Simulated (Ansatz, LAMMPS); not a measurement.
# Amorphous 83SiO2-17PbO (mol %) (150 atoms) under strain

Aim: relax amorphous 83SiO2-17PbO (mol %) (150 atoms), then change its volume and shape to read moduli from the stress.

Program: Ansatz 0.2.0. Level of theory: Kohn-Sham DFT, PBE, PAW (set soft_2), plane waves. Results are calculated unless marked as measured.

### Step 1. The starting structure

The cell holds 150 atoms: 44 Si, 9 Pb and 97 O. Cell: a = 13.044 Å, b = 13.044 Å, c = 13.044 Å, α = 90.0°, β = 90.0°, γ = 90.0°. 150 atoms (44 Si, 9 Sr, 97 O) placed at random at 2.63 g/cm³, melted at 5000 K for 10 ps at fixed volume with the Morse and Coulomb pair potential with partial charges (Pedone, Malavasi, Menziani, Cormack and Segre, J. Phys. Chem. B 110, 11780 (2006)). Quenched from 5000 K to 300 K at 50 K/ps and fixed volume, held 10 ps at zero pressure, then minimised at fixed cell. Then Sr was replaced by Pb and the cell scaled by 1.008 (the potential has no terms for the new elements, so the cell is a start for a DFT relaxation).

Limits known from the start: The quench rate of 50 K/ps is many orders above laboratory rates, so the cell is likely richer in defects and strain than a real sample. The starting topology of bonds comes from the classical model, and needn't be the one that DFT or experiment would give. Only the Γ point is sampled. The levels lack spin–orbit coupling, which is large for the heavy elements here.

### Step 2. Single point at the start

The forces at the start show how far the geometry lies from a minimum of this functional.

input.yaml reads:

```yaml
crystal:
  lattice:
    - [13.04378, 0.0, 0.0]
    - [0.0, 13.04378, 0.0]
    - [0.0, 0.0, 13.04378]
  atoms:
    - { symbol: Si, position: [0.93178, 0.84759, 0.98878] }
    - { symbol: Si, position: [0.16176, 0.92067, 0.2365] }
    - { symbol: Si, position: [0.97754, 0.04073, 0.58697] }
    - { symbol: Si, position: [0.64648, 0.07392, 0.46201] }
    - { symbol: Si, position: [0.68723, 0.5076, 0.57874] }
    - { symbol: Si, position: [0.08677, 0.18183, 0.87327] }
    - { symbol: Si, position: [0.30368, 0.91173, 0.79974] }
    - { symbol: Si, position: [0.59183, 0.90425, 0.87271] }
    - { symbol: Si, position: [0.75222, 0.53233, 0.12039] }
    - { symbol: Si, position: [0.99977, 0.26796, 0.66264] }
    - { symbol: Si, position: [0.87619, 0.46106, 0.73405] }
    - { symbol: Si, position: [0.45492, 0.27599, 0.01314] }
    - { symbol: Si, position: [0.36551, 0.01723, 0.15446] }
    - { symbol: Si, position: [0.00049, 0.52892, 0.1083] }
    - { symbol: Si, position: [0.57801, 0.61242, 0.86873] }
    - { symbol: Si, position: [0.41398, 0.6988, 0.72965] }
    - { symbol: Si, position: [0.33378, 0.04213, 0.61254] }
    - { symbol: Si, position: [0.1536, 0.77128, 0.9249] }
    - { symbol: Si, position: [0.31732, 0.10214, 0.93112] }
    - { symbol: Si, position: [0.84303, 0.96105, 0.3965] }
    - { symbol: Si, position: [0.56146, 0.94344, 0.63618] }
    - { symbol: Si, position: [0.97106, 0.3642, 0.27351] }
    - { symbol: Si, position: [0.17481, 0.03199, 0.44286] }
    - { symbol: Si, position: [0.1717, 0.25339, 0.34411] }
    - { symbol: Si, position: [0.62342, 0.17476, 0.156] }
    - { symbol: Si, position: [0.07348, 0.70627, 0.23187] }
    - { symbol: Si, position: [0.77432, 0.73812, 0.86954] }
    - { symbol: Si, position: [0.47045, 0.14737, 0.33246] }
    - { symbol: Si, position: [0.80329, 0.51132, 0.35604] }
    - { symbol: Si, position: [0.85412, 0.22674, 0.10453] }
    - { symbol: Si, position: [0.94288, 0.00513, 0.16986] }
    - { symbol: Si, position: [0.3655, 0.52658, 0.33373] }
    [... 112 atom lines left out ...]
    - { symbol: O, position: [0.60404, 0.99528, 0.96124] }
    - { symbol: O, position: [0.8414, 0.44247, 0.85405] }
    - { symbol: O, position: [0.06692, 0.9884, 0.18887] }
    - { symbol: O, position: [0.90142, 0.00572, 0.49641] }
    - { symbol: O, position: [0.27553, 0.57537, 0.40775] }
    - { symbol: O, position: [0.72884, 0.00439, 0.40188] }
kpoints:
  mp_grid: { grid: [1, 1, 1] }
hamiltonian:
  xc: pbe
scf:
  occupations: { method: gaussian, width: 0.025 }
output:
  forces: true
```

The run is started by

```sh
ansatz run input.yaml --threads 8 --pin off --max-ram 15872MiB --backend cpu --events-out ev --progress --plain --runs-dir out
```

Numbers of over 12 decimals in the logs are rounded to 6 here.

The program printed:

```text
Engine: ansatz 0.2.0, aarch64-unknown-linux-gnu
Pseudopotentials: kind: paw
Pseudopotential: Si, paw, valence charge 4, recommended cutoff 420 eV (normal), Si.paw.azcp
Pseudopotential: Pb, paw, valence charge 14, recommended cutoff 420 eV (normal), Pb.paw.azcp
Pseudopotential: O, paw, valence charge 6, recommended cutoff 420 eV (normal), O.paw.azcp
[... 5 lines on functional and potentials left out ...]
Crystal: 150 atoms, lattice volume = 2219.271 Å³
Basis set: ecut = 420 eV, 43507 PW (Γ), exchange–correlation on 180×180×180 points (8 copies of the dense FFT grid, shifted against one another)
Bands: 592, of which v1, the nominal top of the filled ones, is band 442 counted from 1 (441 counted from 0)
Symmetry: 1 space group operations
Space group: P1 (ITA 1), of the structure as read, at distance tolerance 1.3e-4 Å
k-points: 1
[... 7 lines on functional and potentials left out ...]
Initial density: superposition of atomic densities (neutral atoms: chi_scale 0, normalization atom), corrected by the library's trained network
Initial wavefunctions: pseudopotential atomic-orbital guess
Functional: x = pbe(κ = 0.804, μ = 0.219515), c = pbe(β = 0.066725)
SCF iter   1: F=—  HF=-190306.624054 eV  |F-HF|=—  |Δ(HF+E_count)|=         —  Δρ=2.22e-3  dr2=1.87e-1  ethr=1.77e-3  ⟨swp⟩=6.0  Hψ=2826  notcnv=0  defer=84
preconditioner: auto → Resta (q_TF=auto, 2.340 Å⁻¹)  ε∞=3.1  [insulator: Δε(μ)=2.070 eV  Ē_g=16.207 eV  σ=0.025 eV  W_gap=1.00  n_scr=460 (ndim 8)  ℏωp=23.4 eV  f_vac=0.171  D(μ)=0.00/eV (n_scr^D=0)  ε∞_Penn≈3.1]
SCF iter   2: F=—  HF=-190306.610266 eV  |F-HF|=—  |Δ(HF+E_count)|=   1.38e-2  Δρ=1.22e-3  dr2=4.32e-2  ethr=2.12e-5  ⟨swp⟩=2.0  Hψ=901  notcnv=0  defer=146
SCF iter   3: F=—  HF=-190306.609642 eV  |F-HF|=—  |Δ(HF+E_count)|=   6.24e-4  Δρ=7.12e-4  dr2=1.50e-2  ethr=4.89e-6  ⟨swp⟩=2.0  Hψ=819  notcnv=0  defer=67
automatic band count: iteration 3 solves 513 bands in place of 592: the levels show a gap, and the empty bands left out lie too high to hold charge; the band table lists the bands solved (type scf.n_extra_bands for more)
SCF iter   4: F=—  HF=-190306.607781 eV  |F-HF|=—  |Δ(HF+E_count)|=   1.86e-3  Δρ=2.08e-4  dr2=1.18e-3  ethr=1.69e-6  ⟨swp⟩=2.0  Hψ=820  notcnv=0  defer=67
SCF iter   5: F=—  HF=-190306.607857 eV  |F-HF|=—  |Δ(HF+E_count)|=   7.55e-5  Δρ=1.16e-4  dr2=2.79e-4  ethr=1.33e-7  ⟨swp⟩=2.0  Hψ=816  notcnv=0  defer=67
SCF iter   6: F=—  HF=-190306.607906 eV  |F-HF|=—  |Δ(HF+E_count)|=   4.95e-5  Δρ=3.50e-5  dr2=2.75e-5  ethr=3.15e-8  ⟨swp⟩=2.0  Hψ=814  notcnv=0  defer=67
SCF iter   7: F=—  HF=-190306.609335 eV  |F-HF|=—  |Δ(HF+E_count)|=   1.43e-3  Δρ=2.02e-5  dr2=8.51e-6  ethr=3.11e-9  ⟨swp⟩=2.0  Hψ=955  notcnv=0  defer=67
SCF iter   8: F=—  HF=-190306.609337 eV  |F-HF|=—  |Δ(HF+E_count)|=   1.17e-6  Δρ=6.92e-6  dr2=1.04e-6  ethr=9.63e-10  ⟨swp⟩=2.0  Hψ=816  notcnv=0  defer=67
SCF iter   9: F=—  HF=-190306.609337 eV  |F-HF|=—  |Δ(HF+E_count)|=   5.86e-7  Δρ=2.78e-6  dr2=1.68e-7  ethr=1.17e-10  ⟨swp⟩=2.0  Hψ=816  notcnv=0  defer=67
SCF iter  10: F=-190306.609337 eV  HF=-190306.609337 eV  |F-HF|=1.14e-9  |Δ(HF+E_count)|=   4.23e-8  Δρ=1.30e-6  dr2=3.56e-8  ethr=1.13e-11  ⟨swp⟩=4.0  Hψ=1686  notcnv=0
SCF 1 converged in 10 iterations: F = -190306.609337 eV  dr2 = 3.56e-8
  greatest PAW one-centre occupation: 0.984 electrons in one spin orbital (limit 2), on the Pb atom at site 49 (counted from 0), in its partial waves of l = 2
SCF converged after 10 iterations
Free energy (F): -190306.609337 eV
Harris-Foulkes:  -190306.609337 eV  (|F-HF|=1.14e-9)
Internal energy: -190306.609337 eV  (E = F + TS)
E sigma→0 (E₀):  -190306.609337 eV
Fermi energy:    5.205195 eV
--- Per-component energies (eV) ---
  E_band       = -4312.741192
  E_kinetic    = 21828.499300
  E_local      = -65070.711692  (includes V_loc(G=0)·N_el)
  E_nonlocal   = 8870.519265
  E_hartree    = 24582.452836
  E_xc         = -11635.396236
  E_vxc        = -12463.477527  (∫ρ·V_xc dr)
  E_paw        = -131610.739027  (= ΣΔE_a)
  E_vpaw       = -6642.727250  (= ΣTr[D̂ρ^β])
  E_aug_tail   = 0.249124  (compensation charges beyond the density's cutoff)
  E_ewald      = -37271.482907
  E_smearing   = -0.000000  (= −TS)
  E_closure    = 0.000000  (closes the sum)
  Σ components = -190306.609337   (vs F -190306.609337, Δ=0.00e0)
--- Forces (eV/Å), atoms counted from 1 ---
  atom   1  Si     0.43683480     0.71464765    -1.28376728
  atom   2  Si    -1.80008454     0.94804060     0.55765072
  atom   3  Si     0.37807018     0.31275891     0.21610345
  atom   4  Si    -0.87893514     0.18045280    -0.52263787
  atom   5  Si     0.73706927     0.57781066    -0.75670445
  atom   6  Si    -0.01159336     0.52549566    -0.96303425
  atom   7  Si    -0.26807038    -0.04632805    -0.36423723
  atom   8  Si     0.16154614    -1.62894892     1.72851042
  atom   9  Si     1.96288079    -0.61419644     1.78468710
  atom  10  Si     0.96214252    -0.36410956     0.90459132
  atom  11  Si    -0.49521776    -1.53105280    -0.24983374
  atom  12  Si    -0.36165166    -0.31744222     0.49792428
  atom  13  Si     1.60642002     0.97378287    -0.93759773
  atom  14  Si    -1.18804846    -1.79373115     2.38480792
[...]
atom 149  O      0.26717102     0.02952377     0.11879349
  atom 150  O     -0.21823537    -0.53195441    -0.53386293
  max |Σ_I F_I| component: 4.54e-5 eV/Å
```

Elapsed: 46 s, on 8 threads of Arm Neoverse N1, shared host; peak memory 3.4 GiB; 5.6 min of CPU time.

The r.m.s. force at the start is 0.83 eV/Å.

### Step 3. Cell and atoms relaxed

The cell is relaxed with the atoms, since the starting lattice needn't suit this functional.

input.yaml reads:

```yaml
crystal:
  lattice:
    - [13.04378, 0.0, 0.0]
    - [0.0, 13.04378, 0.0]
    - [0.0, 0.0, 13.04378]
  atoms:
    [... the 150 atom lines of step 2 ...]
kpoints:
  mp_grid: { grid: [1, 1, 1] }
hamiltonian:
  xc: pbe
scf:
  occupations: { method: gaussian, width: 0.025 }
output:
  forces: true
relax:
  f_tol: 0.05
  max_steps: 150
  cell: {}
```

The program printed:

```text
[...]
Crystal: 150 atoms, lattice volume = 2219.271 Å³
Basis set: ecut = 420 eV, 43507 PW (Γ), exchange–correlation on 180×180×180 points (8 copies of the dense FFT grid, shifted against one another)
Bands: 592, of which v1, the nominal top of the filled ones, is band 442 counted from 1 (441 counted from 0)
Symmetry: 1 space group operations
[...]
k-points: 1
[...]
SCF iter   1: F=—  HF=-190306.624055 eV  |F-HF|=—  |Δ(HF+E_count)|=         —  Δρ=2.22e-3  dr2=1.87e-1  ethr=1.77e-3  ⟨swp⟩=6.0  Hψ=2826  notcnv=0  defer=84
[...]
SCF iter  10: F=-190306.609337 eV  HF=-190306.609337 eV  |F-HF|=8.15e-10  |Δ(HF+E_count)|=   4.04e-8  Δρ=1.30e-6  dr2=3.60e-8  ethr=1.13e-11  ⟨swp⟩=4.0  Hψ=1765  notcnv=0
SCF 1 converged in 10 iterations: F = -190306.609337 eV  dr2 = 3.60e-8
[...]
relax step   1: F+E_penalty+E_count = -190306.60933715 eV  Δ(F+E_penalty+E_count) = +0.000e0 eV  max|allowed force component| = 2.807e0 eV/Å  Δτ_max = 0.0000 Å  P = +1.755 GPa  Ω = 2219.271 Å³  (10 SCF iters, dr2 threshold 1.00e-7 eV, accepted)
[... from here on, the SCF cycles and remarks between the steps are left out ...]
relax step   2: F+E_penalty+E_count = -190310.33080721 eV  Δ(F+E_penalty+E_count) = -3.721e0 eV  max|allowed force component| = 1.878e0 eV/Å  Δτ_max = 0.1994 Å  P = +1.424 GPa  Ω = 2210.794 Å³  energy of the carried Pulay correction = +2.622e-2 eV  (8 SCF iters, dr2 threshold 1.50e-5 eV, accepted)
relax step   3: F+E_penalty+E_count = -190312.56980133 eV  Δ(F+E_penalty+E_count) = -2.239e0 eV  max|allowed force component| = 2.140e0 eV/Å  Δτ_max = 0.1948 Å  P = +0.416 GPa  Ω = 2213.950 Å³  energy of the carried Pulay correction = +1.645e-2 eV  (8 SCF iters, dr2 threshold 1.50e-5 eV, accepted)
relax step   4: F+E_penalty+E_count = -190313.86889575 eV  Δ(F+E_penalty+E_count) = -1.299e0 eV  max|allowed force component| = 8.986e-1 eV/Å  Δτ_max = 0.2000 Å  P = +0.073 GPa  Ω = 2223.064 Å³  energy of the carried Pulay correction = -1.170e-2 eV  (7 SCF iters, dr2 threshold 1.50e-5 eV, accepted)
relax step   5: F+E_penalty+E_count = -190314.67258708 eV  Δ(F+E_penalty+E_count) = -8.037e-1 eV  max|allowed force component| = 4.041e-1 eV/Å  Δτ_max = 0.2000 Å  P = +0.017 GPa  Ω = 2226.302 Å³  energy of the carried Pulay correction = -2.167e-2 eV  (7 SCF iters, dr2 threshold 1.50e-5 eV, accepted)
relax step   6: F+E_penalty+E_count = -190315.01678601 eV  Δ(F+E_penalty+E_count) = -3.442e-1 eV  max|allowed force component| = 5.178e-1 eV/Å  Δτ_max = 0.2000 Å  P = -0.035 GPa  Ω = 2225.720 Å³  energy of the carried Pulay correction = -1.988e-2 eV  (8 SCF iters, dr2 threshold 1.02e-5 eV, accepted)
relax step   7: F+E_penalty+E_count = -190315.10640462 eV  Δ(F+E_penalty+E_count) = -8.962e-2 eV  max|allowed force component| = 5.721e-1 eV/Å  Δτ_max = 0.1534 Å  P = -0.310 GPa  Ω = 2228.295 Å³  energy of the carried Pulay correction = -2.781e-2 eV  (7 SCF iters, dr2 threshold 1.50e-5 eV, accepted)
relax step   8: F+E_penalty+E_count = -190315.37344488 eV  Δ(F+E_penalty+E_count) = -2.670e-1 eV  max|allowed force component| = 2.122e-1 eV/Å  Δτ_max = 0.2000 Å  P = -0.027 GPa  Ω = 2221.610 Å³  energy of the carried Pulay correction = -7.219e-3 eV  (8 SCF iters, dr2 threshold 1.50e-5 eV, accepted)
relax step   9: F+E_penalty+E_count = -190315.39311142 eV  Δ(F+E_penalty+E_count) = -1.967e-2 eV  max|allowed force component| = 3.903e-1 eV/Å  Δτ_max = 0.2000 Å  P = +0.014 GPa  Ω = 2222.899 Å³  energy of the carried Pulay correction = -1.119e-2 eV  (8 SCF iters, dr2 threshold 2.81e-6 eV, accepted)
relax step  10: F+E_penalty+E_count = -190315.36878220 eV  Δ(F+E_penalty+E_count) = +2.433e-2 eV  max|allowed force component| = 3.688e-1 eV/Å  Δτ_max = 0.2000 Å  P = +0.060 GPa  Ω = 2218.181 Å³  energy of the carried Pulay correction = +3.367e-3 eV  (8 SCF iters, dr2 threshold 9.52e-6 eV, rejected (line search))
relax step  11: F+E_penalty+E_count = -190315.45667612 eV  Δ(F+E_penalty+E_count) = -6.356e-2 eV  max|allowed force component| = 1.587e-1 eV/Å  Δτ_max = 0.1000 Å  P = +0.043 GPa  Ω = 2220.657 Å³  energy of the carried Pulay correction = -4.276e-3 eV  (12 SCF iters, accepted)
relax step  12: F+E_penalty+E_count = -190315.46402535 eV  Δ(F+E_penalty+E_count) = -7.349e-3 eV  max|allowed force component| = 1.477e-1 eV/Å  Δτ_max = 0.1000 Å  P = -0.006 GPa  Ω = 2220.525 Å³  energy of the carried Pulay correction = -3.870e-3 eV  (8 SCF iters, dr2 threshold 1.57e-6 eV, accepted)
relax step  13: F+E_penalty+E_count = -190315.47312161 eV  Δ(F+E_penalty+E_count) = -9.096e-3 eV  max|allowed force component| = 1.171e-1 eV/Å  Δτ_max = 0.0513 Å  P = -0.010 GPa  Ω = 2220.886 Å³  energy of the carried Pulay correction = -4.983e-3 eV  (7 SCF iters, dr2 threshold 1.36e-6 eV, accepted)
relax step  14: F+E_penalty+E_count = -190315.47542071 eV  Δ(F+E_penalty+E_count) = -2.299e-3 eV  max|allowed force component| = 9.404e-2 eV/Å  Δτ_max = 0.0269 Å  P = -0.001 GPa  Ω = 2220.328 Å³  energy of the carried Pulay correction = -3.262e-3 eV  (7 SCF iters, dr2 threshold 8.58e-7 eV, accepted)
relax step  15: F+E_penalty+E_count = -190315.47748300 eV  Δ(F+E_penalty+E_count) = -2.062e-3 eV  max|allowed force component| = 1.655e-2 eV/Å  Δτ_max = 0.0189 Å  P = -0.001 GPa  Ω = 2220.545 Å³  energy of the carried Pulay correction = -3.931e-3 eV  (7 SCF iters, dr2 threshold 5.53e-7 eV, accepted)
relax step  16: F+E_penalty+E_count = -190315.54886475 eV  Δ(F+E_penalty+E_count) = -7.138e-2 eV  max|allowed force component| = 1.640e-2 eV/Å  Δτ_max = 0.0000 Å  P = +0.056 GPa  Ω = 2220.545 Å³  stress off target by 3.36e-1 GPa  SCF on the basis re-selected at this cell (its energy is not comparable with the rows above)  (7 SCF iters)
relax step  17: F+E_penalty+E_count = -190315.41305243 eV  Δ(F+E_penalty+E_count) = +1.358e-1 eV  max|allowed force component| = 2.291e-1 eV/Å  Δτ_max = 0.2000 Å  P = -0.048 GPa  Ω = 2222.701 Å³  energy of the carried Pulay correction = -7.919e-3 eV  (9 SCF iters, dr2 threshold 2.82e-7 eV, rejected (line search))
relax step  18: F+E_penalty+E_count = -190315.55595016 eV  Δ(F+E_penalty+E_count) = -7.085e-3 eV  max|allowed force component| = 3.221e-2 eV/Å  Δτ_max = 0.0341 Å  P = +0.007 GPa  Ω = 2221.970 Å³  energy of the carried Pulay correction = -4.763e-3 eV  (12 SCF iters, accepted)
relax step  19: F+E_penalty+E_count = -190315.56188263 eV  Δ(F+E_penalty+E_count) = -5.932e-3 eV  max|allowed force component| = 3.212e-2 eV/Å  Δτ_max = 0.0000 Å  P = +0.008 GPa  Ω = 2221.970 Å³  stress off target by 5.65e-2 GPa  SCF on the basis re-selected at this cell (its energy is not comparable with the rows above)  (6 SCF iters)
relax step  20: F+E_penalty+E_count = -190315.56250529 eV  Δ(F+E_penalty+E_count) = -6.227e-4 eV  max|allowed force component| = 2.039e-2 eV/Å  Δτ_max = 0.0068 Å  P = -0.002 GPa  Ω = 2222.141 Å³  energy of the carried Pulay correction = -5.913e-4 eV  (9 SCF iters, dr2 threshold 7.98e-9 eV, accepted)
relax step  21: F+E_penalty+E_count = -190315.56219588 eV  Δ(F+E_penalty+E_count) = +3.094e-4 eV  max|allowed force component| = 2.039e-2 eV/Å  Δτ_max = 0.0000 Å  P = -0.002 GPa  Ω = 2222.141 Å³  stress off target by 7.10e-3 GPa  SCF on the basis re-selected at this cell (its energy is not comparable with the rows above)  (5 SCF iters)
basis re-selected at this cell: Δ(F+E_penalty+E_count) = +3.094e-4 eV, ΔP = +0.000 GPa vs the last step (what re-selecting the basis moved, of the pressure what is left beyond the Pulay correction that the steps carried, after the strain that the cell walked since its last selection, [...]
SCF converged after 5 iterations
Free energy (F): -190315.562196 eV
[...]
Internal energy: -190315.562196 eV  (E = F + TS)
E sigma→0 (E₀):  -190315.562196 eV
Fermi energy:    5.240435 eV
[...]
--- Forces (eV/Å), atoms counted from 1 ---
  atom   1  Si     0.00251245    -0.00378201    -0.00617273
  atom   2  Si    -0.00473345     0.00675134    -0.00005282
  atom   3  Si     0.00615895    -0.00125051     0.00050279
  atom   4  Si    -0.00316730    -0.01535164     0.01423527
  atom   5  Si    -0.00410514    -0.00409424    -0.00917136
  atom   6  Si     0.00395226    -0.00428124    -0.00276249
  atom   7  Si    -0.00165965     0.00965379    -0.00280447
  atom   8  Si    -0.00211196    -0.00468651    -0.00337471
  atom   9  Si     0.00174640     0.00405068     0.00860917
  atom  10  Si     0.00246514    -0.00637958    -0.00028639
  atom  11  Si     0.00340784    -0.00685431    -0.00432017
  atom  12  Si    -0.00801099    -0.01211080     0.01005895
  atom  13  Si     0.00655868     0.00293400    -0.01086082
  atom  14  Si     0.00025139     0.00272354     0.00559638
[...]
atom 149  O      0.01202564    -0.01024421     0.01601722
  atom 150  O      0.00497860     0.00434305     0.00385480
  max |Σ_I F_I| component: 3.94e-5 eV/Å
--- Stress (GPa, compression-positive) ---
        0.002250      -0.003671      -0.005109
       -0.003670      -0.004511       0.002255
       -0.005109       0.002254      -0.002523
  P = ⅓ Tr σ = -0.0016 GPa (-0.016 kbar)
--- Relaxed structure (18 steps of the walk, 16 accepted, 3 SCFs on fresh bases) ---
  F+E_penalty+E_count = -190315.56219588 eV   max|allowed force component| = 2.039e-2 eV/Å   (the final SCF, on the basis selected at the relaxed cell)
  cell:  # Å, volume = 2222.1410 Å³
    - [13.051863, 0.334300, -0.170149]
    - [0.334300, 13.276818, -0.087529]
    - [-0.170149, -0.087529, 12.834472]
  atoms:
    - { symbol: Si, position: [0.925156, 0.869394, 0.968779] }
    - { symbol: Si, position: [0.163803, 0.921360, 0.239979] }
    - { symbol: Si, position: [0.982275, 0.064473, 0.576951] }
    - { symbol: Si, position: [0.649082, 0.054039, 0.470019] }
[...]
- { symbol: O, position: [0.731367, -0.00713525, 0.394800] }
```

Wall time 14 min (8 threads); peak memory 3.5 GiB.

The relaxation converged after 18 steps, with a largest force component of 0.020 eV/Å.

[end of part 1 of 4]

[Logs are printed without paths, hosts, clocks, repeated set-up lines and the standing remarks that a program may print on its own settings, such as how far it seeks lower states.]

[Hosts, paths, dates, database ids (printed as entryN), source tags and the programs' standing remarks are cut or masked in the printed files.]
